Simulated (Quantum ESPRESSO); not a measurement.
**BN (P6_3/mmc): third-order response**

Aim: Raman and infrared lines of BN (P6_3/mmc).

Method: DFT LDA, scalar-relativistic, plane waves, PseudoDojo norm-conserving pseudopotentials, in Quantum ESPRESSO 8.0 development, patched.

Most raw output is cut from this account.

The database entry behind the starting cell differs from later determinations by our own check (about 0.3 % short, minor phase), so it need not match the best structure at ambient conditions.

### Step 1. Starting point

It takes space group P6_3/mmc (No. 194, hexagonal). The conventional cell has a = 2.498 Å, b = 2.498 Å, c = 6.636 Å, α = 90.00°, β = 90.00°, γ = 120.00°. Nearest to B lie 3 N at 1.44 Å. Nearest to N lie 3 B at 1.44 Å. Farther neighbours and most contacts between anions are not listed.

Structure file:

```
CELL_PARAMETERS angstrom
2.49824 0.00000 0.00000
-1.24912 2.16354 0.00000
0.00000 0.00000 6.63570
ATOMIC_POSITIONS crystal
B 0.33333 0.66667 0.25000
B 0.66667 0.33333 0.75000
N 0.33333 0.66667 0.75000
N 0.66667 0.33333 0.25000
```

### Step 2. A first look

Before anything dear is run, a loose run with smearing shows whether this is a metal and how far the cell is from rest.

The input, probe.in:

```
 &control
    calculation='scf',
    prefix='x',
    outdir='./tmp',
    pseudo_dir='./pseudo',
    tprnfor=.true.,
    tstress=.true.,
    verbosity='high',
 /
 &system
    ibrav=4,
    celldm(1)=4.72098939,
    celldm(3)=2.65614993,
    nat=4,
    ntyp=2,
    ecutwfc=84.0,
    occupations='smearing',
    smearing='gaussian',
    degauss=0.01,
 /
 &electrons
    conv_thr=1.0d-07,
    mixing_beta=0.7,
    electron_maxstep=100,
 /
ATOMIC_SPECIES
 B      10.8100  B.upf
 N      14.0070  N.upf
ATOMIC_POSITIONS crystal
 B      0.333333330   0.666666670   0.250000000
 B      0.666666670   0.333333330   0.750000000
 N      0.333333330   0.666666670   0.750000000
 N      0.666666670   0.333333330   0.250000000
K_POINTS automatic
 9 9 4 0 0 0
```

On the command line:

```sh
$ OMP_NUM_THREADS=1 mpirun -n 4 pw.x -nk 4 -in probe.in > probe.out
```

It took 8.6 s on 4 MPI ranks of Intel Xeon at 2.70GHz, shared host.

Read from the output:

```yaml
volume_per_atom: 8.967 Å³
pressure: -2.882 GPa
gap_on_the_k_mesh: 4.257 eV
```

A gap of 4.3 eV opens on this mesh, so the crystal is taken as an insulator; the start stands at -2.9 GPa.

### Step 3. Relaxing the cell and atoms

The relaxation runs at a cutoff a fifth above that of the response, since stress converges more slowly with the basis than frequencies do. Forces and stress are brought to rest with tight thresholds.

The input, relax.in:

```
 &control
    calculation='vc-relax',
    prefix='x',
    outdir='./tmp',
    pseudo_dir='./pseudo',
    tprnfor=.true.,
    tstress=.true.,
    forc_conv_thr=2.0d-05,
    etot_conv_thr=1.0d-07,
    nstep=40,
 /
 &system
    ibrav=4,
    celldm(1)=4.72098939,
    celldm(3)=2.65614993,
    nat=4,
    ntyp=2,
    ecutwfc=101,
    occupations='fixed',
    nbnd=10,
 /
 &electrons
    conv_thr=1.0d-11,
    mixing_beta=0.7,
    electron_maxstep=100,
 /
 &ions
 /
 &cell
    press_conv_thr=0.2,
 /
ATOMIC_SPECIES
 B      10.8100  B.upf
 N      14.0070  N.upf
ATOMIC_POSITIONS crystal
 B      0.333333330   0.666666670   0.250000000
 B      0.666666670   0.333333330   0.750000000
 N      0.333333330   0.666666670   0.750000000
 N      0.666666670   0.333333330   0.250000000
K_POINTS automatic
 12 12 4 0 0 0
```

On the command line:

```sh
$ OMP_NUM_THREADS=1 mpirun -n 4 pw.x -nk 4 -in relax.in > relax.out
```

Run time: 2.1 min. Hardware: 4 MPI ranks; 8.2 min of CPU time.

The steps of the relaxation:

```tsv
step	energy less that of the first step (eV)	largest force (eV/Å)	pressure (GPa)	volume (Å³)
1	0.0000	0.0000	-2.90	35.87
2	-0.0010	0.0000	2.21	35.34
3	-0.0036	0.0000	-0.19	35.55
4	-0.0037	0.0000	-0.21	35.51
5	-0.0038	0.0000	-0.20	35.48
6	-0.0040	0.0000	-0.18	35.42
7	-0.0042	0.0000	-0.16	35.33
8	-0.0045	0.0000	-0.13	35.21
9	-0.0049	0.0000	-0.07	35.01
10	-0.0050	0.0000	0.01	34.75
11	-0.0050	0.0000	0.00	34.77
12	-0.0049	0.0000	0.00	34.77
```

```tsv
conventional cell, symmetrised	before	after	change
a (Å)	2.498	2.489	-0.4 %
b (Å)	2.498	2.489	-0.4 %
c (Å)	6.636	6.481	-2.3 %
volume (Å³/atom)	8.97	8.69	-3.0 %
```

The relaxed structure:

```
B N
1.0
     2.48907    0.00000    0.00000
    -1.24454    2.15560    0.00000
     0.00000    0.00000    6.48083
B N
2 2
Direct
  0.33333 0.66667 0.25000
  0.66667 0.33333 0.75000
  0.33333 0.66667 0.75000
  0.66667 0.33333 0.25000
```

The last row of the table of steps is pw.x's closing run on a basis chosen anew for the final cell, so its energy can jump.

This step gave:

- volume per atom: 8.693 Å³
- pressure: -0.001667 GPa
- gap on the k-mesh: 4.091 eV

The volume changes by -3.0 % from the cell with which this run began.

### Step 4. Ground state

The response is built on this ground state, so it is converged far tighter than an energy would need. With a gap, occupations are fixed, which also allows the response to an electric field.

The input, scf.in:

```
 &control
    calculation='scf',
    prefix='x',
    outdir='./tmp',
    pseudo_dir='./pseudo',
    tprnfor=.true.,
    tstress=.true.,
 /
 &system
    ibrav=4,
    celldm(1)=4.70366821,
    celldm(3)=2.6037101,
    nat=4,
    ntyp=2,
    ecutwfc=84.0,
    occupations='fixed',
    nbnd=10,
 /
 &electrons
    conv_thr=1.0d-12,
    mixing_beta=0.7,
    electron_maxstep=100,
 /
ATOMIC_SPECIES
 B      10.8100  B.upf
 N      14.0070  N.upf
ATOMIC_POSITIONS crystal
 B      0.333333333   0.666666667   0.250000000
 B      0.666666667   0.333333333   0.750000000
 N      0.333333333   0.666666667   0.750000000
 N      0.666666667   0.333333333   0.250000000
K_POINTS automatic
 12 12 4 0 0 0
```

On the command line:

```sh
$ OMP_NUM_THREADS=1 mpirun -n 4 pw.x -nk 4 -in scf.in > scf.out
```

Elapsed: 15 s, on 4 MPI ranks.

Numbers from this step:

| Quantity | Value |
| --- | --- |
| pressure | -0.005667 GPa |

The cell stands at -0.0057 GPa, close enough for phonons.

### Step 5. Zone-centre response

At q = 0 one unit cell holds all displacements; symmetry groups them into irreducible representations that are solved one by one. The response to a field gives ε∞ and the Born charges, which polar modes need. Third-order response adds the Raman tensors.

The input, ph.in:

```
phonons
 &inputph
    prefix='x',
    outdir='./tmp',
    fildyn='g.dyn',
    tr2_ph=1.0d-18,
    epsil=.true.,
    lraman=.true.,
    elop=.true.,
 /
0.000000000000 0.000000000000 0.000000000000
```

On the command line:

```sh
$ OMP_NUM_THREADS=1 mpirun -n 4 ph.x -nk 4 -in ph.in > ph.out
```

Elapsed: 8.9 min, on 4 MPI ranks; 35 min of CPU time.

This step gave:

| Item | Value |
| --- | --- |
| miss of the charge sum rule | 1.40e-4 e |
| largest acoustic frequency at the zone centre before the sum rule | 0.62 cm⁻¹ |
| highest optical zone-centre mode (no LO-TO term) | 1386 cm⁻¹ |
| lowest optical zone-centre mode | 50.6 cm⁻¹ |
| mean high-frequency dielectric constant | 4.182 |
| largest Born charge in size (third of the trace) | 2.071 e |

Born charge (rows field, columns displacement), before the sum rule (e), principal values of the symmetric part by kind of site:

```tsv
atom	atoms with these values	low	middle	high	mean
B1	2	0.82	2.70	2.70	2.07
N3	2	-2.70	-2.70	-0.82	-2.07
```

In full for N3:

```
-2.70  0.00  0.00
 0.00 -2.70  0.00
 0.00  0.00 -0.82
```

High-frequency dielectric tensor:

```
4.85 0.00 0.00
0.00 4.85 0.00
0.00 0.00 2.85
```

The acoustic modes at Γ come out as far as 0.6 cm⁻¹ from zero, where they should vanish, a small numerical error; the Born charges miss their sum rule by 1.4e-4 e, which is good.

### Step 6. Zone-centre analysis

A rigid shift of the crystal must cost nothing, but grids and finite bases break this; the acoustic sum rule is imposed before the matrix is diagonalised again. With Born charges the intensities follow, and the static dielectric tensor.

The input, dynmat.in:

```
 &input
    fildyn='g.dyn',
    asr='crystal',
    fileig='dynmat.eig',
    lperm=.true.,
 /
```

On the command line:

```sh
$ dynmat.x -in dynmat.in > dynmat.out
```

The job ended after 0.72 s (1 thread).

This step gave:

```
mean static dielectric constant : 5.535
```

Unit eigenvectors of the mass-weighted matrix after the sum rule; no LO-TO term. The modes at Γ (shares of kinetic energy by element, %):

```tsv
mode	frequency (cm⁻¹)	B %	N %
1	0.0	44	56
2	0.0	44	56
3	0.0	44	56
4	50.6	44	56
5	50.6	44	56
6	114.3	44	56
7	756.2	56	44
8	817.3	56	44
9	1386.0	56	44
10	1386.0	56	44
11	1386.0	56	44
12	1386.0	56	44
```

Displacements in mode 5 (50.6 cm⁻¹), the largest set to 1:
```
B1  -1.00 -0.88  0.00
B2   1.00  0.88  0.00
N3   1.00  0.88  0.00
N4  -1.00 -0.88  0.00
```

Displacements in mode 8 (817.3 cm⁻¹), the largest set to 1:
```
B1   0.00  0.00  1.00
B2   0.00  0.00 -1.00
N3   0.00  0.00  0.78
N4   0.00  0.00 -0.78
```

Degenerate modes summed, no LO-TO term. Infrared lines, with heights relative to the strongest:

```tsv
position (cm⁻¹)	lines merged	IR intensity, relative
51	2	0.0
114	1	0.0
756	1	4.6
817	1	0.0
1386	4	100
```

Degenerate modes summed. Raman lines, with heights relative to the strongest:

```tsv
position (cm⁻¹)	lines merged	Raman activity, relative
51	2	0.0
114	1	0.0
756	1	0.0
817	1	0.0
1386	4	100
```

Static dielectric tensor (ions relaxed, fixed cell):

```
6.61 0.00 0.00
0.00 6.61 0.00
0.00 0.00 3.39
```

The rule moves no optical mode by more than 0.1 cm⁻¹.

### Step 7. Sum rules set otherwise: a sum rule for molecules or wires on a crystal

This rule also removes rotations, which suits molecules and not a crystal; it is tried to see the harm.

The input, dynmat.in:

```
 &input
    fildyn='g.dyn',
    asr='zero-dim',
    fileig='dynmat.eig',
    lperm=.true.,
 /
```

On the command line:

```sh
$ dynmat.x -in dynmat.in > dynmat.out
```

Elapsed: 0.68 s, on 1 thread.

The program raised no error, yet the settings are not those of a careful run.

The fault: a sum rule for molecules or wires on a crystal; 3 optical modes are projected out to zero frequency, as if they were rotations.

For a crystal the rule has to be 'simple' or 'crystal'.

Zone-centre frequencies as printed; negative means imaginary. Modes:

```tsv
mode	frequency (cm⁻¹)
1	0
2	0
3	0
4	0
5	0
6	0
7	114.4
8	746
9	756.2
10	1386
11	1386
12	1387
```

### Step 8. The LO-TO splitting (1 0 0)

A longitudinal polar mode sets up a macroscopic field that stiffens it; the term hangs on the direction from which q goes to zero.

The input, dynmat.in:

```
 &input
    fildyn='g.dyn',
    asr='crystal',
    fileig='dynmat.eig',
    q(1)=1.0,
    q(2)=0.0,
    q(3)=0.0,
 /
```

On the command line:

```sh
$ dynmat.x -in dynmat.in > dynmat.out
```

Run time: 0.68 s. Hardware: 1 thread.

Numbers from this step:

| Quantity | Value |
| --- | --- |
| highest mode moved by the LO-TO term | 1618 cm⁻¹ |

Zone-centre frequencies as printed; negative means imaginary. Modes:

```tsv
mode	frequency (cm⁻¹)
1	0
2	0
3	0
4	50.6
5	50.6
6	114.3
7	756.2
8	817.3
9	1386
10	1386
11	1386
12	1618
```

The field moves one mode, from 1386 to 1618 cm⁻¹; the others stay.

### Step 9. Modes along a direction of q (0 0 1)

The input, dynmat.in:

```
 &input
    fildyn='g.dyn',
    asr='crystal',
    fileig='dynmat.eig',
    q(1)=0.0,
    q(2)=0.0,
    q(3)=1.0,
 /
```

On the command line:

```sh
$ dynmat.x -in dynmat.in > dynmat.out
```

The job ended after 0.7 s (1 thread).

Numbers from this step:

```yaml
highest_mode_moved_by_the_lo_to_term: 825.3 cm⁻¹
```

Zone-centre frequencies as printed; negative means imaginary. Modes:

```tsv
mode	frequency (cm⁻¹)
1	0
2	0
3	0
4	50.6
5	50.6
6	114.3
7	817.3
8	825.3
9	1386
10	1386
11	1386
12	1386
```

The field moves one mode, from 756 to 825 cm⁻¹; the others stay.

### Step 10. Modes along a direction of q (1 1 1)

The input, dynmat.in:

```
 &input
    fildyn='g.dyn',
    asr='crystal',
    fileig='dynmat.eig',
    q(1)=1.0,
    q(2)=1.0,
    q(3)=1.0,
 /
```

On the command line:

```sh
$ dynmat.x -in dynmat.in > dynmat.out
```

It took 0.68 s on 1 thread.

Read from the output:

| Item | Value |
| --- | --- |
| highest mode moved by the LO-TO term | 1570 cm⁻¹ |

Zone-centre frequencies as printed; negative means imaginary. Modes:

```tsv
mode	frequency (cm⁻¹)
1	0
2	0
3	0
4	50.6
5	50.6
6	114.3
7	767.8
8	817.3
9	1386
10	1386
11	1386
12	1570
```

The field moves 2 modes; the highest of them now lies at 1570 cm⁻¹, where the highest that moved away lay at 1386.

### Step 11. Outcome

```
space group after relaxation                                           : P6_3/mmc
volume per atom                                                        : 8.69 Å³
gap on the k-mesh                                                      : 4.09 eV
highest optical zone-centre mode (no LO-TO term)                       : 1386 cm⁻¹
lowest optical zone-centre mode                                        : 50.6 cm⁻¹
highest mode moved by the LO-TO term                                   : 1618 cm⁻¹
mean high-frequency dielectric constant                                : 4.18
largest Born charge in size (third of the trace)                       : 2.07 e
mean static dielectric constant                                        : 5.53
imaginary optical modes at the zone centre (no q mesh in this session) : none
```

The largest Raman activity of BN (P6_3/mmc) lies at 1386 cm⁻¹ and the strongest infrared line at 1386 cm⁻¹ (transverse modes). At the LDA level the optical modes of BN (P6_3/mmc) at the zone centre (no LO-TO term) run from 51 to 1386 cm⁻¹. Along the directions run, the highest mode that the macroscopic field moves lies at 1618 cm⁻¹. Lattice motion raises the mean dielectric constant from 4.182 to 5.535. Of the 9 optical modes, 4 are Raman active alone, 2 are silent and 3 are infrared active alone; inversion symmetry keeps the two sets apart. These are harmonic frequencies at zero temperature: anharmonic shifts and linewidths and thermal expansion are left out. The build is a development version in which the Raman tensors of release 7.5 are mended; dynmat.x leaves out the electro-optic term of LO lines.

[Host names and launcher messages were left out of these logs when they were recorded.]

[Logs are printed without paths, hosts, clocks, repeated set-up lines and the standing remarks that a program may print on its own settings, such as how far it seeks lower states.]

[Hosts, paths, dates, database ids (printed as entryN), source tags and the programs' standing remarks are cut or masked in the printed files.]
